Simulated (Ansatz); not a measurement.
# How well the gap of BaIBr (Pnma) can be computed, part 2 of 2

The study climbs from cheap functionals to G0W0 on BaIBr (Pnma) and then asks what each convergence step is worth.

Ansatz 0.2.0; density functionals, hybrids, G0W0, plane waves, PAW. Known limits of the many-body steps: not at the basis limit; no spin-orbit coupling.

So far. Step 5 (HSE06+SOC): The gap stands −0.28 eV against HSE06. Step 6 (G0W0, 2×4×2 mesh, 747 empty bands, screening to 80 eV …): The gap on the mesh goes from 3.99 eV to 5.40 eV, a correction of +1.41 eV. Between the two edge states, bare exchange in place of the xc potential would open the gap by 6.63 eV, and correlation takes back 5.23 eV.

In doubt: masses and optical values from hybrid runs of this build are listed as unsure (step 10), which bears on the screening that GW takes from such a start.

### 7. G0W0, 2×4×2 mesh, 1549 empty bands, screening to 130 eV, hard PAW files

Level of this step: G0W0 on r2SCAN, plane waves, PAW (Ansatz).

Another rung: the empty bands reach about as high as the screening cutoff, so the two stay in balance.

File input.yaml:

```yaml
crystal:
  lattice:
    - [8.81446039, 0.0, 0.0]
    - [0.0, 5.12429103, 0.0]
    - [0.0, 0.0, 10.19167839]
  atoms:
    - { symbol: Ba, position: [0.72882454, 0.25, 0.37513703] }
    - { symbol: Ba, position: [0.27117546, 0.75, 0.62486297] }
    - { symbol: Ba, position: [0.77117546, 0.75, 0.87513703] }
    - { symbol: Ba, position: [0.22882454, 0.25, 0.12486297] }
    - { symbol: I, position: [0.47161056, 0.25, 0.83177655] }
    - { symbol: I, position: [0.52838944, 0.75, 0.16822345] }
    - { symbol: I, position: [0.02838944, 0.75, 0.33177655] }
    - { symbol: I, position: [0.97161056, 0.25, 0.66822345] }
    - { symbol: Br, position: [0.8564719, 0.25, 0.06668585] }
    - { symbol: Br, position: [0.1435281, 0.75, 0.93331415] }
    - { symbol: Br, position: [0.6435281, 0.75, 0.56668585] }
    - { symbol: Br, position: [0.3564719, 0.25, 0.43331415] }
kpoints:
  mp_grid: { grid: [2, 4, 2] }
hamiltonian:
  xc: r2scan
  pseudopotentials: { kind: paw, source: ansatz }
scf:
  occupations: { method: fixed }
gw:
  n_empty_bands: 1549
  ecut_chi: 130.0
  qp_bands: [v4, c4]
  qp_kpoints: band_edges
  screening: { model: contour_deformation }
```

On the command line:

```console
$ ansatz run input.yaml --threads 16 --pin off --max-ram 82944MiB --backend cuda --events-out ev --progress --plain --runs-dir out --devices 1 --max-vram 78GiB
```

Numbers of over 12 decimals in the logs are rounded to 6 here.

Log:

```text
GPUs: using 1 of 1 available (devices: 1).
[...]
Crystal: 12 atoms, lattice volume = 460.336 Å³
Basis set: ecut = 680 eV, 18563 PW (Γ), exchange–correlation on 432×256×500 points (64 copies of the dense FFT grid, shifted against one another)
Bands: 106, of which v1, the nominal top of the filled ones, is band 88 counted from 1 (87 counted from 0)
Symmetry: 8 space group operations
[...]
k-points: 12 of 16
[...]
5    90     10.6662    -6.0062    -3.7513   -10.2988  0.8299    11.2104    11.2075  root
     5    91     10.8026    -6.2731    -3.8340   -10.6915  0.8260    11.3905    11.3869  root
[...]
11    89     10.9759    -6.2449    -3.8484   -10.6640  0.8257    11.5501    11.5466  root
    11    90     10.9759    -6.2449    -3.8484   -10.6640  0.8257    11.5501    11.5466  root
    11    91     10.9759    -6.2449    -3.8484   -10.6640  0.8257    11.5501    11.5466  root
    11    92     10.9759    -6.2449    -3.8484   -10.6640  0.8257    11.5501    11.5466  root
[key lines of the parts left out:]
SCF converged after 9 iterations
```

Elapsed: 1.9 min, on 1 × NVIDIA GB200 (shared by 2 runs) with 16 threads of Arm Neoverse V2, shared host; peak memory 20 GiB.

Numbers from this step:

```yaml
bands_summed: 1637
rpa_eps_infinity_on_this_mesh_eigenvalues: 3.372, 3.373, 3.373
plane_waves_in_the_screening_matrix: 1567
g0w0_gap_on_the_mesh: 5.551 eV
k_of_the_valence_top: 0, 0, 0
k_of_the_conduction_bottom: 0, 0, 0
starting_gap_on_the_mesh: 3.992 eV
least_direct_g0w0_gap_on_the_computed_points: 5.551 eV
```

Against the run with 2×4×2 mesh, 747 empty bands, screening to 80 eV, hard PAW files, the gap moves by +0.15 eV.

### 8. G0W0, 2×4×2 mesh, 2956 empty bands, screening to 200 eV, hard PAW files

Edit input.yaml of step 7 so:

```diff
@@ -26,4 +26,4 @@
 gw:
-  n_empty_bands: 1549
-  ecut_chi: 130.0
+  n_empty_bands: 2956
+  ecut_chi: 200.0
   qp_bands: [v4, c4]
```

Log:

```text
GPUs: using 1 of 1 available (devices: 1).
[...]
Crystal: 12 atoms, lattice volume = 460.336 Å³
Basis set: ecut = 680 eV, 18563 PW (Γ), exchange–correlation on 432×256×500 points (64 copies of the dense FFT grid, shifted against one another)
Bands: 106, of which v1, the nominal top of the filled ones, is band 88 counted from 1 (87 counted from 0)
Symmetry: 8 space group operations
[...]
k-points: 12 of 16
[...]
SCF iter   1: F=—  HF=-78539.071079 eV  |F-HF|=—  |Δ(HF+E_count)|=         —  Δρ=4.86e-2  dr2=1.46e1  dr2_τ=8.05e-2  ethr=3.10e-3  ⟨swp⟩=6.8  Hψ=4811  notcnv=0  defer=166
[...]
SCF iter   9: F=-78533.709008 eV  HF=-78533.709008 eV  |F-HF|=9.75e-10  |Δ(HF+E_count)|=   1.77e-7  Δρ=1.65e-6  dr2=1.68e-8  dr2_τ=9.57e-10  ethr=5.68e-11  ⟨swp⟩=14.1  Hψ=6357  notcnv=0
SCF 1 converged in 9 iterations: F = -78533.709008 eV  dr2 = 1.68e-8
[...]
SCF converged after 9 iterations
[...]
4    92     10.7758    -6.0127    -3.8503   -10.3136  0.8288    11.2285    11.2264  root
     5    85      4.7871   -18.1608     1.6846   -15.1958  0.8008     3.4865     3.5067  root
     5    86      4.7871   -18.1608     1.6846   -15.1958  0.8008     3.4865     3.5067  root
     5    87      5.1196   -17.6780     1.5161   -14.8888  0.8034     3.8271     3.8467  root
     5    88      5.1196   -17.6780     1.5161   -14.8888  0.8034     3.8271     3.8467  root
     5    89     10.6662    -6.0062    -3.8288   -10.2988  0.8295    11.1321    11.1300  root
     5    90     10.6662    -6.0062    -3.8288   -10.2988  0.8295    11.1321    11.1300  root
     5    91     10.8026    -6.2731    -3.9170   -10.6915  0.8256    11.3066    11.3039  root
     5    92     10.8026    -6.2731    -3.9170   -10.6915  0.8256    11.3066    11.3039  root
     6    85      4.9161   -17.6220     1.5391   -14.8054  0.8030     3.6187     3.6386  root
     6    86      4.9161   -17.6220     1.5391   -14.8054  0.8030     3.6187     3.6386  root
     6    87      5.2587   -17.8379     1.4932   -15.0747  0.8043     3.9696     3.9887  root
     6    88      5.2587   -17.8379     1.4932   -15.0747  0.8043     3.9696     3.9887  root
     6    89      9.8901    -5.4305    -3.6383    -9.4745  0.8333    10.2974    10.2959  root
     6    90      9.8901    -5.4305    -3.6383    -9.4745  0.8333    10.2974    10.2959  root
     6    91     10.3412    -5.4896    -3.6608    -9.5659  0.8313    10.7583    10.7566  root
     6    92     10.3412    -5.4896    -3.6608    -9.5659  0.8313    10.7583    10.7566  root
     7    85      4.8689   -18.2293     1.6965   -15.2464  0.8007     3.5619     3.5825  root
     7    86      4.8689   -18.2293     1.6965   -15.2464  0.8007     3.5619     3.5825  root
     7    87      5.1575   -17.5592     1.4805   -14.8050  0.8041     3.8645     3.8839  root
     7    88      5.1575   -17.5592     1.4805   -14.8050  0.8041     3.8645     3.8839  root
     7    89     10.2126    -5.8013    -3.7493    -9.9918  0.8297    10.6558    10.6539  root
     7    90     10.2126    -5.8013    -3.7493    -9.9918  0.8297    10.6558    10.6539  root
     7    91     10.3540    -5.5267    -3.7032    -9.6559  0.8309    10.7819    10.7801  root
[...]
11    85      5.0158   -17.7697     1.5665   -14.9264  0.8026     3.7191     3.7390  root
    11    86      5.0158   -17.7697     1.5665   -14.9264  0.8026     3.7191     3.7390  root
    11    87      5.0158   -17.7697     1.5665   -14.9264  0.8026     3.7191     3.7390  root
    11    88      5.0158   -17.7697     1.5665   -14.9264  0.8026     3.7191     3.7390  root
    11    89     10.9759    -6.2449    -3.9296   -10.6640  0.8253    11.4679    11.4654  root
    11    90     10.9759    -6.2449    -3.9296   -10.6640  0.8253    11.4679    11.4654  root
    11    91     10.9759    -6.2449    -3.9296   -10.6640  0.8253    11.4679    11.4654  root
    11    92     10.9759    -6.2449    -3.9296   -10.6640  0.8253    11.4679    11.4654  root
```

Run time: 3.8 min. Hardware: 1 × NVIDIA GB200 (shared by 2 runs) with 16 threads; peak memory 29 GiB; 11 min of CPU time.

Numbers from this step:

```yaml
bands_summed: 3044
rpa_eps_infinity_on_this_mesh_eigenvalues: 3.371, 3.372, 3.372
plane_waves_in_the_screening_matrix: 2985
q_points_in_the_mesh: 16
g0w0_gap_on_the_mesh: 5.636 eV
k_of_the_valence_top: 0, 0, 0
k_of_the_conduction_bottom: 0, 0, 0
starting_gap_on_the_mesh: 3.992 eV
z_at_the_valence_top: 0.8053
z_at_the_conduction_bottom: 0.8366
least_direct_g0w0_gap_on_the_computed_points: 5.636 eV
```

Against the run with 2×4×2 mesh, 1549 empty bands, screening to 130 eV, hard PAW files, the gap moves by +0.08 eV.

Limits: finite bands, cutoff and mesh; no spin-orbit coupling. v1 is the top filled band, c1 the lowest empty one. The levels before and after the correction (eV, zero at the valence-band top of each column):

|  | conduction bottom | valence top |
| --- | --- | --- |
| Kohn-Sham | 3.99 | 0.00 |
| G0W0 | 5.64 | 0.00 |

|  | level | occupation | energy (eV) |
| --- | --- | --- | --- |
| Kohn-Sham | Γ v4 | 2 | -0.317 |
| Kohn-Sham | Γ v3 | 2 | -0.197 |
| Kohn-Sham | Γ v2 | 2 | -0.137 |
| Kohn-Sham | Γ v1 | 2 | 0.000 |
| Kohn-Sham | Γ c1 | 0 | 3.992 |
| Kohn-Sham | Γ c2 | 0 | 4.635 |
| Kohn-Sham | Γ c3 | 0 | 4.778 |
| Kohn-Sham | Γ c4 | 0 | 4.879 |
| G0W0 | Γ v4 | 2 | -0.325 |
| G0W0 | Γ v3 | 2 | -0.199 |
| G0W0 | Γ v2 | 2 | -0.140 |
| G0W0 | Γ v1 | 2 | 0.000 |
| G0W0 | Γ c1 | 0 | 5.636 |
| G0W0 | Γ c2 | 0 | 6.306 |
| G0W0 | Γ c3 | 0 | 6.444 |
| G0W0 | Γ c4 | 0 | 6.383 |

How the two edges are built up, in eV (the quasiparticle level is the starting level plus Σx plus Σc less Vxc):

| run | edge | start | Σx | Σc | Vxc | Z | QP |
| --- | --- | --- | --- | --- | --- | --- | --- |
| 835 bands | valence top | 5.40 | -18.07 | 1.86 | -15.34 | 0.81 | 4.52 |
| 835 bands | conduction bottom | 9.39 | -5.07 | -3.37 | -8.97 | 0.84 | 9.92 |
| 1637 bands | valence top | 5.40 | -18.07 | 1.61 | -15.34 | 0.81 | 4.27 |
| 1637 bands | conduction bottom | 9.39 | -5.07 | -3.46 | -8.97 | 0.84 | 9.82 |
| 3044 bands | valence top | 5.40 | -18.07 | 1.47 | -15.34 | 0.81 | 4.13 |
| 3044 bands | conduction bottom | 9.39 | -5.07 | -3.52 | -8.97 | 0.84 | 9.77 |

### 9. G0W0@r2SCAN, 4×6×4 mesh, 747 empty bands, screening to 80 eV, hard PAW files

A second mesh at equal bands and cutoff isolates the sampling error. Bands and cutoff differ from the step before, so it is read against an earlier run that matches them.

Edit input.yaml of step 8 so:

```diff
@@ -19,3 +19,3 @@
 kpoints:
-  mp_grid: { grid: [2, 4, 2] }
+  mp_grid: { grid: [4, 6, 4] }
 hamiltonian:
@@ -26,4 +26,4 @@
 gw:
-  n_empty_bands: 2956
-  ecut_chi: 200.0
+  n_empty_bands: 747
+  ecut_chi: 80.0
   qp_bands: [v4, c4]
```

Log:

```text
GPUs: using 1 of 1 available (devices: 1).
[...]
Crystal: 12 atoms, lattice volume = 460.336 Å³
Basis set: ecut = 680 eV, 18563 PW (Γ), exchange–correlation on 432×256×500 points (64 copies of the dense FFT grid, shifted against one another)
Bands: 106, of which v1, the nominal top of the filled ones, is band 88 counted from 1 (87 counted from 0)
Symmetry: 8 space group operations
[...]
k-points: 36 of 96
[...]
29    90     10.3767    -5.6866    -3.5271    -9.8390  0.8332    11.0057    11.0019  root
    29    91     10.4157    -5.9156    -3.6070   -10.1920  0.8301    11.0897    11.0851  root
[...]
35    89     10.9759    -6.2569    -3.6950   -10.6639  0.8275    11.6934    11.6879  root
    35    90     10.9759    -6.2569    -3.6950   -10.6639  0.8275    11.6934    11.6879  root
    35    91     10.9759    -6.2569    -3.6950   -10.6639  0.8275    11.6934    11.6879  root
    35    92     10.9759    -6.2569    -3.6950   -10.6639  0.8275    11.6934    11.6879  root
[key lines of the parts left out:]
SCF converged after 9 iterations
```

The job ended after 9.4 min (1 × NVIDIA GB200 (shared by 2 runs) with 16 threads; peak memory 19 GiB).

This step gave:

* bands summed: 835
* RPA ε∞ on this mesh (eigenvalues): 3.364, 3.370, 3.372
* plane waves in the screening matrix: 761
* G0W0 gap on the mesh: 5.400 eV
* k of the valence top: 0, 0, 0
* k of the conduction bottom: 0, 0, 0
* starting gap on the mesh: 3.992 eV
* least direct G0W0 gap on the computed points: 5.400 eV

Against the run with 2×4×2 mesh, 747 empty bands, screening to 80 eV, hard PAW files, the gap moves by +0.001 eV.

### 10. G0W0@HSE06, 2×4×2 mesh, 1549 empty bands, screening to 130 eV, hard PAW files

The same correction from a different start measures what one shot leaves open. Bands and cutoff differ from the step before, so it is read against an earlier run that matches them.

This step: G0W0 on HSE06, plane waves, PAW.

Edit input.yaml of step 9 so:

```diff
@@ -19,5 +19,5 @@
 kpoints:
-  mp_grid: { grid: [4, 6, 4] }
+  mp_grid: { grid: [2, 4, 2] }
 hamiltonian:
-  xc: r2scan
+  xc: hse06
   pseudopotentials: { kind: paw, source: ansatz }
@@ -26,4 +26,4 @@
 gw:
-  n_empty_bands: 747
-  ecut_chi: 80.0
+  n_empty_bands: 1549
+  ecut_chi: 130.0
   qp_bands: [v4, c4]
```

Log:

```text
GPUs: using 1 of 1 available (devices: 1).
[...]
Crystal: 12 atoms, lattice volume = 460.336 Å³
Basis set: ecut = 680 eV, 18563 PW (Γ)
Bands: 106, of which v1, the nominal top of the filled ones, is band 88 counted from 1 (87 counted from 0)
Symmetry: 8 space group operations
[...]
k-points: 12 of 16
[...]
5    89     10.7976    -5.7642    -3.6576    -9.8558  0.8402    11.2333    11.2316  root
     5    90     10.7976    -5.7642    -3.6576    -9.8558  0.8402    11.2333    11.2316  root
     5    91     10.9541    -6.0310    -3.7380   -10.2382  0.8367    11.4254    11.4234  root
[...]
11    89     11.1101    -5.9663    -3.7304   -10.1499  0.8372    11.5652    11.5633  root
    11    90     11.1101    -5.9663    -3.7304   -10.1499  0.8372    11.5652    11.5633  root
    11    91     11.1101    -5.9663    -3.7304   -10.1499  0.8372    11.5652    11.5633  root
    11    92     11.1101    -5.9663    -3.7304   -10.1499  0.8372    11.5652    11.5633  root
```

Wall time 9.6 min (1 × NVIDIA GB200 (shared by 2 runs) with 16 threads); peak memory 14 GiB; 22 min of CPU time.

Numbers from this step:

```yaml
bands_summed: 1637
rpa_eps_infinity_on_this_mesh_eigenvalues: 3.212, 3.215, 3.215
plane_waves_in_the_screening_matrix: 1567
g0w0_gap_on_the_mesh: 5.695 eV
k_of_the_valence_top: 0, 0, 0
k_of_the_conduction_bottom: 0, 0, 0
starting_gap_on_the_mesh: 4.505 eV
least_direct_g0w0_gap_on_the_computed_points: 5.695 eV
```

Against the run with 2×4×2 mesh, 1549 empty bands, screening to 130 eV, hard PAW files on r2SCAN, the gap moves by +0.14 eV, while the start moved by +0.51 eV.

### 11. The ladder

Times are wall times on 1 × NVIDIA GB200 (shared by 2 runs) with 16 threads of Arm Neoverse V2, shared host, good to a factor of about two. G0W0 rows are gaps on the mesh, lowered by the amount that the mesh misses the start's edges, a rough step that assumes the same correction there.

| level | gap (eV) | least direct gap (eV) | time |
| --- | --- | --- | --- |
| r2SCAN | 3.99 | 3.99 | 3.2 s |
| r2SCAN+SOC | 3.74 | 3.74 | 5.6 s |
| HSE06 | 4.51 | 4.51 | 21 s |
| HSE06+SOC | 4.22 | 4.22 | 74 s |
| G0W0@r2SCAN (747 empty bands, hard PAW) | 5.40 | - | 39 s |
| G0W0@r2SCAN (1549 empty bands, hard PAW) | 5.55 | - | 1.9 min |
| G0W0@r2SCAN (2956 empty bands, hard PAW) | 5.64 | - | 3.8 min |
| G0W0@r2SCAN (747 empty bands, 4×6×4, hard PAW) | 5.40 | - | 9.4 min |
| G0W0@HSE06 (1549 empty bands, hard PAW) | 5.69 | - | 9.6 min |

### 12. Adding up the best estimate

| term | eV | running total (eV) |
| --- | --- | --- |
| G0W0 on the mesh, top rung | 5.636 | 5.636 |
| to the limit, by a line in one over the bands through the two top rungs | +0.098 | 5.734 |
| shift on 4×6×4 less that on 2×4×2 | +0.001 | 5.735 |
| spin-orbit change, from r2SCAN | −0.256 | 5.479 |

Changes that are not added in, each against a run with equal bands and cutoff:

| change | eV |
| --- | --- |
| start HSE06 | +0.14 |

### 13. Summary of results

- r2SCAN gap: 3.99 eV, direct
- HSE06: 4.51 eV
- G0W0, top rung on the mesh: 5.64 eV
- best estimate, G0W0@r2SCAN with spin-orbit change: 5.48 eV
- GW settings of the top rung: 2×4×2 mesh, 2956 empty bands, screening to 200 eV, hard PAW files
- known limits: one-shot GW, static lattice

**Reading.** The best estimate for G0W0@r2SCAN is 5.48 eV, direct on the mesh, against 3.74 eV at the start (both with spin-orbit coupling). The pair of rungs below gives a limit −0.02 eV away. Of the changes left open the largest, +0.14 eV, comes from starting at HSE06. Among the functionals HSE06 comes nearest: −1.23 eV from the estimate without its spin-orbit term (5.73 eV). All runs took 27 min, 94 % of it in G0W0.

[Paths, hosts, dates, memory and timing lines, banners, echoed tables and standing remarks are left out of the program output.]

[Logs are printed without paths, hosts, clocks, repeated set-up lines and the standing remarks that a program may print on its own settings, such as how far it seeks lower states.]

[Runs of the session that timed out or met a known fault of the program may be left out.]

[Cells called generated may have been cut or substituted from an entry of the Crystallography Open Database or the Materials Project.]

[Hosts, paths, dates, database ids (printed as entryN), source tags and the programs' standing remarks are cut or masked in the printed files.]
